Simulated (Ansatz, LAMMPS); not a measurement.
**Free surface of ionic liquid triethylsulfonium formate with water, from a frame at 440 K (81 atoms): geometry optimisation**

How does free surface of ionic liquid triethylsulfonium formate with water, from a frame at 440 K (81 atoms) relax, and what do bonds, charges and levels look like afterwards?

Program: Ansatz 0.2.0. Level of theory: Kohn-Sham DFT, RPBE+D3(BJ), PAW (set soft_2), plane waves. Results are calculated unless marked as measured.

**1. The starting structure**

The cell holds 81 atoms: 21 C, 3 S, 50 H and 7 O. Cell: a = 8.824 Å, b = 8.824 Å, c = 21.677 Å, α = 90.0°, β = 90.0°, γ = 90.0°. 3 triethylsulfonium, 3 formate, 1 H2O placed at random, at 0.933 g/cm³, as a film with 10 Å of vacuum; overlaps pushed apart, then 10 ps at 490 K with MMFF94 bonds, angles, torsions, charges and radii (Halgren, J. Comput. Chem. 17, 490 (1996)) in harmonic and 12-6 forms; SPC/E water (Berendsen, Grigera and Straatsma, J. Phys. Chem. 91, 6269 (1987)); charges of ions scaled by 0.8. Snapshot after 30 ps at 440 K and fixed volume. Vacuum lies along c.

What the set-up can't give: The network of contacts between molecules at the start is that of the classical potential that made the cell. Sampling is at Γ alone, for a cell whose shortest periodic width is 9 Å.

**2. Single point at the start**

The forces at the start show how far the geometry lies from a minimum of this functional.

Input file input.yaml:

```yaml
crystal:
  lattice:
    - [8.82358, 0.0, 0.0]
    - [0.0, 8.82358, 0.0]
    - [0.0, 0.0, 21.67701]
  atoms:
    - { symbol: C, position: [0.81628, 0.3204, 0.2767] }
    - { symbol: C, position: [0.87872, 0.15552, 0.27204] }
    - { symbol: S, position: [0.78304, 0.03546, 0.32718] }
    - { symbol: C, position: [0.60864, 0.04319, 0.27979] }
    [... 71 atom lines left out ...]
    - { symbol: C, position: [0.01336, 0.09863, 0.86617] }
    - { symbol: O, position: [0.04997, 0.95563, 0.85207] }
    - { symbol: H, position: [0.10896, 0.18459, 0.86586] }
    - { symbol: O, position: [0.63458, 0.6284, 0.16575] }
    - { symbol: H, position: [0.69648, 0.68059, 0.13347] }
    - { symbol: H, position: [0.52447, 0.64541, 0.1573] }
kpoints:
  mp_grid: { grid: [1, 1, 1] }
hamiltonian:
  xc: rpbe
  dispersion: d3bj
scf:
  occupations: { method: fixed }
output:
  forces: true
  populations: true
  dos:
    method: { smearing: { sigma: 0.1 } }
    de: 0.1
    projected: { site_lists: { C: [C], H: [H], O: [O], S: [S] } }
  eigenvalues: true
```

Started as:

```console
ansatz run input.yaml --threads 4 --pin off --max-ram 8192MiB --backend cpu --events-out ev --progress --plain --runs-dir out
```

It took 9.4 s on 4 threads of Arm Neoverse V2, shared host; peak memory 1.3 GiB; 35 s of CPU time.

Read from the output:

```
free energy                                      : -12809.5391 eV
free energy per atom                             : -158.1425 eV/atom
SCF cycles                                       : 11
r.m.s. force component                           : 1.032 eV/Å
longest force                                    : 4.114 eV/Å
Fermi energy                                     : -1.381 eV
gap (highest filled to lowest empty level) : 1.402 eV
spilling of the projection                       : 0.01572
```

The r.m.s. force component of 1.0 eV/Å sets the starting point.

Neighbours are counted within 1.34 Å (H-C), 1.21 Å (H-O), 1.85 Å (C-C), 1.73 Å (C-O), 2.21 Å (C-S).

Length of the force by element and coordination:

```csv
element,coordination,atoms,mean length of the force (eV/Å),spread,least,most
C,all,21,2.24,0.895,0.591,4.11
C,3,3,2.71,0.540,1.95,3.18
C,4,18,2.16,0.918,0.591,4.11
H,all,50,1.13,0.573,0.366,3.71
O,all,7,1.88,1.04,0.943,3.60
O,1,6,2.02,1.06,0.943,3.60
O,2,1,1.07,0,1.07,1.07
S,all,3,2.75,0.548,1.99,3.25
```

**3. Relaxation**

The atoms are relaxed in the fixed cell, aiming at the force tolerance of the input.

input.yaml, the sections that differ from step 2:

```yaml
output:
  forces: true
relax:
  f_tol: 0.05
  max_steps: 200
# crystal, kpoints, hamiltonian, scf: as in step 2
```

Run time: 6.6 min. Hardware: 4 threads; peak memory 1.3 GiB; 25 min of CPU time.

Relaxation path (22 of 108):

| step | energy less that of the first step (eV) | largest force component (eV/Å) |
| --- | --- | --- |
| 1 | 0.0000 | 3.5022 |
| 6 | -5.0459 | 1.1364 |
| 11 | -5.8184 | 0.9394 |
| 16 | -6.2003 | 0.3547 |
| 21 | -6.4398 | 0.2401 |
| 26 | -6.5694 | 0.4231 |
| 32 | -6.6567 | 0.6927 |
| 37 | -6.7279 | 0.3622 |
| 42 | -6.7635 | 0.2323 |
| 47 | -6.8016 | 0.2769 |
| 52 | -6.8402 | 0.1733 |
| 57 | -6.8694 | 0.0689 |
| 62 | -6.8942 | 0.1068 |
| 67 | -6.9110 | 0.0777 |
| 72 | -6.9174 | 0.1569 |
| 77 | -6.9217 | 0.2639 |
| 83 | -6.9282 | 0.1415 |
| 88 | -6.9324 | 0.0511 |
| 93 | -6.9380 | 0.0313 |
| 98 | -6.9462 | 0.1397 |
| 103 | -6.9503 | 0.0562 |
| 108 | -6.9513 | 0.0274 |

Relaxation steps 28, 32, 40, 51, 55, 61, 73, 74 and 8 more were tried and not accepted.

The atoms that moved most (Å):

```csv
atom,dx,dy,dz,length
O75,2.626,1.905,1.352,3.515
H21,-1.716,-1.382,-2.288,3.176
H20,-0.920,-2.003,-1.919,2.923
C7,-1.219,-1.438,-1.817,2.619
H10,1.316,-2.224,0.373,2.611
H19,-0.940,-1.571,-1.728,2.517
O77,0.763,1.548,1.559,2.326
H22,-1.221,-1.120,-1.538,2.261
```

The relaxation changed the energy by -85.8 meV/atom, and atoms moved by 1.6 Å r.m.s., 3.5 Å at most.

**4. Structure statistics after relaxation**

Bonds before and after, by the cutoffs listed below:

| pair | bonds before | bonds after | mean before (Å) | mean after (Å) | spread before (Å) | spread after (Å) |
| --- | --- | --- | --- | --- | --- | --- |
| H-C | 48 | 48 | 1.095 | 1.099 | 0.037 | 0.007 |
| H-O | 2 | 2 | 1.000 | 0.989 | 0.000 | 0.002 |
| C-C | 9 | 9 | 1.522 | 1.523 | 0.038 | 0.002 |
| C-O | 6 | 6 | 1.267 | 1.267 | 0.042 | 0.005 |
| C-S | 9 | 9 | 1.848 | 1.819 | 0.053 | 0.004 |

Normalised to the volume that the atoms fill. g(r), total and by pair (bins of 0.2 Å):

```csv
r (Å),total,H-H,H-C,H-O,H-S,C-C,C-O
0.90,0.26,0.00,0.00,2.45,0.00,0.00,0.00
1.10,5.12,0.00,15.98,0.00,0.00,0.00,0.00
1.30,0.46,0.00,0.00,0.00,0.00,0.00,10.25
1.50,0.53,0.13,0.00,0.00,0.00,7.15,0.00
1.70,1.34,3.42,0.00,0.37,0.00,0.00,0.00
1.90,0.48,0.29,0.00,0.35,0.00,0.00,0.00
2.10,1.44,0.00,3.48,3.04,0.00,0.00,0.00
2.30,0.88,0.62,0.24,0.88,8.80,0.00,0.00
2.50,1.20,2.63,0.12,1.46,0.00,0.00,0.00
2.70,0.85,0.86,0.70,0.99,0.00,0.48,0.00
2.90,1.21,0.81,1.52,0.55,4.39,1.62,0.00
3.10,1.08,1.33,0.82,1.34,1.47,0.00,2.26
3.30,0.79,0.69,0.60,1.18,0.25,1.19,2.53
3.50,0.70,0.45,0.92,0.94,0.00,0.75,1.58
3.70,1.10,0.86,1.03,1.17,2.16,1.35,2.42
3.90,0.96,1.00,0.79,1.38,0.17,0.62,1.63
4.10,0.97,0.91,0.71,2.02,0.32,1.74,0.49
4.30,1.11,0.99,1.34,1.01,0.89,1.11,1.05
4.50,0.92,0.85,1.03,0.87,0.68,0.91,1.25
4.70,1.06,1.20,1.00,1.32,0.37,0.84,1.38
4.90,1.10,1.08,1.22,1.42,0.46,0.77,0.81
5.10,0.96,0.99,0.78,1.07,0.83,0.99,1.61
5.30,1.01,0.96,1.05,1.12,1.15,1.04,0.98
5.50,0.85,0.97,0.80,0.58,0.54,1.41,0.74
5.70,0.83,0.69,0.98,0.79,1.08,0.51,1.11
5.90,0.80,0.81,0.70,0.91,1.08,0.74,1.03
6.10,0.93,0.89,0.90,1.04,0.87,0.89,1.11
6.30,0.93,0.94,0.87,1.00,0.68,0.98,0.84
```

Bonds by pair of elements; cutoffs follow the first minimum of g(r), held within bounds set by covalent radii, and pairs that aren't listed don't count as bonded:

```
pair A-B  cutoff (Å)  bonds  mean length (Å)  spread (Å)  shortest (Å)  B about A  A about B
     H-C        1.34     48             1.10       0.007          1.09       0.96       2.29
     H-O        1.21      2            0.989       0.002         0.987       0.04      0.286
     C-C        1.85      9             1.52       0.002          1.52      0.857      0.857
     C-O        1.68      6             1.27       0.005          1.26      0.286      0.857
     C-S        2.21      9             1.82       0.004          1.81      0.429          3
```

How many atoms have how many bonded neighbours:

```csv
element,mean,1,2,3,4
C,3.86,0,0,3,18
H,1,50,0,0,0
O,1.14,6,1,0,0
S,3,0,0,3,0
```

Bond angles, per cent of each kind in bins of 5°:

```csv
angle (°),C-C-H,H-C-H,H-C-S
100–105,0.0,0.0,44.4
105–110,24.4,86.1,55.6
110–115,75.6,13.9,0.0
```

Bond angles (no mean is given where the spread exceeds 20°):

```
angle  count  mean (°)  spread (°)
C-C-H     45       111         1.7
H-C-H     36       109         1.2
H-C-S     18       105         1.8
C-S-C      9       102         1.2
C-C-S      9       110           1
```

Bond length by coordination (bonds to H left out):

| element | coordination | atoms | mean bond length (Å) |
| --- | --- | --- | --- |
| C | 3 | 3 | 1.27 |
| C | 4 | 18 | 1.62 |
| O | 1 | 6 | 1.27 |

By these cutoffs 86 % of C atoms have 4, all H atoms have 1, 86 % of O atoms have 1 and all S atoms have 3 bonded neighbours. The C-C-H angle averages 111° with a spread of 1.7°.

**5. Single point at the relaxed geometry**

One more single point at the end of the walk gives the fuller output and checks the residual forces.

Input file input.yaml:

```yaml
crystal:
  lattice:
    - [8.82358, 0.0, 0.0]
    - [0.0, 8.82358, 0.0]
    - [0.0, 0.0, 21.67701]
  atoms:
    - { symbol: C, position: [0.91845, 0.12014, 0.29142] }
    - { symbol: C, position: [0.90324, 0.97498, 0.25393] }
    - { symbol: S, position: [0.74516, 0.86226, 0.28192] }
    - { symbol: C, position: [0.58128, 0.96826, 0.25469] }
    [... 71 atom lines left out ...]
    - { symbol: C, position: [0.17316, 0.2638, 0.90826] }
    - { symbol: O, position: [0.13643, 0.13109, 0.92399] }
    - { symbol: H, position: [0.19586, 0.28268, 0.85747] }
    - { symbol: O, position: [0.47268, 0.71506, 0.13406] }
    - { symbol: H, position: [0.53634, 0.77983, 0.10715] }
    - { symbol: H, position: [0.38237, 0.77767, 0.14256] }
kpoints:
  mp_grid: { grid: [1, 1, 1] }
hamiltonian:
  xc: rpbe
  dispersion: d3bj
scf:
  occupations: { method: fixed }
output:
  forces: true
  populations: true
  dos:
    method: { smearing: { sigma: 0.15 } }
    de: 0.1
    projected: { site_lists: { C: [C], H: [H], O: [O], S: [S] } }
  eigenvalues: true
  write_density: true
  write_potential: true
  volumetric_format: npy
  elf: true
```

Run time: 10 s. Hardware: 4 threads; peak memory 1.3 GiB; 39 s of CPU time.

The program notes that the exchange-correlation potential is rough where the density is thin.

Numbers from this run:

```yaml
free_energy: -12816.4904 eV
free_energy_per_atom: -158.2283 eV/atom
scf_cycles: 10
r_m_s_force_component: 0.00544 eV/Å
longest_force: 0.03701 eV/Å
fermi_energy: -2.124 eV
spacing_of_highest_filled_and_lowest_empty_level: 3.275 eV
spilling_of_the_projection: 0.01481
```

Löwdin charges by element and coordination (they lack the spilled electrons, 0.035 e an atom on average):

| element | coordination | atoms | mean charge (e) | spread | least | most |
| --- | --- | --- | --- | --- | --- | --- |
| C | all | 21 | -0.277 | 0.288 | -0.450 | 0.423 |
| C | 3 | 3 | 0.420 | 0.0025 | 0.417 | 0.423 |
| C | 4 | 18 | -0.393 | 0.0492 | -0.450 | -0.329 |
| H | all | 50 | 0.207 | 0.048 | 0.0725 | 0.376 |
| O | all | 7 | -0.575 | 0.074 | -0.755 | -0.534 |
| O | 1 | 6 | -0.545 | 0.0092 | -0.561 | -0.534 |
| O | 2 | 1 | -0.755 | 0 | -0.755 | -0.755 |
| S | all | 3 | 0.793 | 0.0315 | 0.748 | 0.817 |

States in the cell by windows of 1 eV, zero at the Fermi level; the larger projections on atomic orbitals stand beside the total:

| from (eV) | to (eV) | total | C p | H s | O p | S p |
| --- | --- | --- | --- | --- | --- | --- |
| -10 | -9 | 3.8 | 1.1 | 1.1 | 0.0 | 0.2 |
| -9 | -8 | 4.8 | 1.2 | 1.0 | 1.0 | 0.0 |
| -8 | -7 | 14.4 | 8.2 | 3.2 | 0.5 | 1.6 |
| -7 | -6 | 17.1 | 9.8 | 4.2 | 1.4 | 1.1 |
| -6 | -5 | 21.7 | 12.1 | 4.5 | 3.1 | 0.6 |
| -5 | -4 | 35.6 | 18.2 | 8.5 | 6.1 | 1.3 |
| -4 | -3 | 19.9 | 9.0 | 5.2 | 2.4 | 2.7 |
| -3 | -2 | 4.4 | 0.9 | 0.7 | 0.9 | 1.6 |
| -2 | -1 | 3.0 | 0.1 | 0.0 | 2.8 | 0.0 |
| -1 | 0 | 16.0 | 0.3 | 1.0 | 14.3 | 0.0 |
| 0 | 1 | 1.0 | 0.0 | 0.1 | 0.8 | 0.0 |
| 1 | 3 | 0.0 | 0.0 | 0.0 | 0.0 | 0.0 |
| 3 | 4 | 10.9 | 1.9 | 1.5 | 0.0 | 2.3 |
| 4 | 5 | 17.0 | 3.2 | 2.5 | 0.6 | 2.0 |

With fixed occupations the program's Fermi level is the highest filled level; weight inside the gap is the broadening of levels at its edges.

Between -21 and -10 eV lie 52 more states.

The levels nearest the highest filled one (over half full), pooled over k-points and spins:

```csv
level less the highest filled one (eV),occupation
-0.498,2
-0.377,2
-0.191,2
-0.167,2
-0.143,2
0,2
3.27,0
3.42,0
3.50,0
3.68,0
3.87,0
4.02,0
```

Planar average of the electrostatic potential energy along the normal, with the Fermi level as zero, after a running mean with a triangular window 4 Å wide at its base:

```
height (Å)  potential energy (eV)
       0.0                   0.63
       0.6                   0.44
       1.3                   0.21
       1.9                   0.38
       2.5                   0.72
       3.0                   1.00
       3.8                   1.05
       4.3                   0.70
       4.9                   0.26
       5.5                  -0.03
       6.2                   0.40
       6.8                   1.38
       7.4                   2.50
       7.9                   3.42
       8.7                   3.98
       9.2                   4.11
       9.8                   4.17
      10.4                   4.20
      11.1                   4.23
      11.7                   4.25
      12.3                   4.27
      12.9                   4.30
      13.6                   4.33
      14.2                   4.35
      14.7                   4.37
      15.3                   4.39
      16.0                   4.39
      16.6                   4.28
      17.2                   4.01
      17.8                   3.49
      18.5                   2.45
      19.1                   1.58
      19.7                   0.90
      20.2                   0.66
      21.0                   0.72
      21.5                   0.66
```

Mean Löwdin charges: C -0.28, H +0.21, O -0.57, S +0.79 e (they miss 1.5 % of the electrons, so they add up to more than the cell's charge). The potential slopes across the vacuum by 0.041 eV/Å: the slab bears a dipole, and with periodic images along the normal there is no flat vacuum level to read.

1 further run on a deliberately doubtful input is not shown.

**6. Summary of results**

```yaml
energy_change_in_the_relaxation: -85.82 meV/atom
r_m_s_displacement: 1.628 Å
largest_displacement: 3.515 Å
free_energy_per_atom: -158.2283 eV/atom
r_m_s_force_component: 0.00544 eV/Å
spacing_of_highest_filled_and_lowest_empty_level: 3.275 eV
wall_time_of_the_3_dft_runs: 7 min
```

**Reading.** Relaxation lowers the energy by 85.8 meV/atom and moves atoms by 1.6 Å r.m.s.; the r.m.s. force component goes from 1.0 to 0.0054 eV/Å, and the gap from 1.40 to 3.27 eV. By the final cutoffs no bond was broken or made. From the first step to the last the energy fell by 6.951 eV, and the largest move was 3.51 Å (O75). The C-S bonds change most in mean length: from 1.848 Å (spread 0.053) to 1.819 Å (spread 0.004). With the cutoffs above, 86 % of C atoms have 4, all H atoms have 1, 86 % of O atoms have 1 and all S atoms have 3 bonded neighbours. The highest filled and lowest empty levels differ by 3.27 eV (at Γ alone); a semilocal functional tends to put such gaps too low.

What to keep in mind: The network of contacts between molecules at the start is that of the classical potential that made the cell; in DFT atoms moved by 1.6 Å r.m.s. The slab bears a dipole and has periodic images along its normal, so a spurious field crosses the vacuum.

[Logs are printed without paths, hosts, clocks, repeated set-up lines and the standing remarks that a program may print on its own settings, such as how far it seeks lower states.]

[Hosts, paths, dates, database ids (printed as entryN), source tags and the programs' standing remarks are cut or masked in the printed files.]

[The MMFF94 radii named for the starting cell were scaled by 0.96; in molecules described by MMFF94, hydrogen bound to N, O or S took a small fixed 12-6 site in their place.]
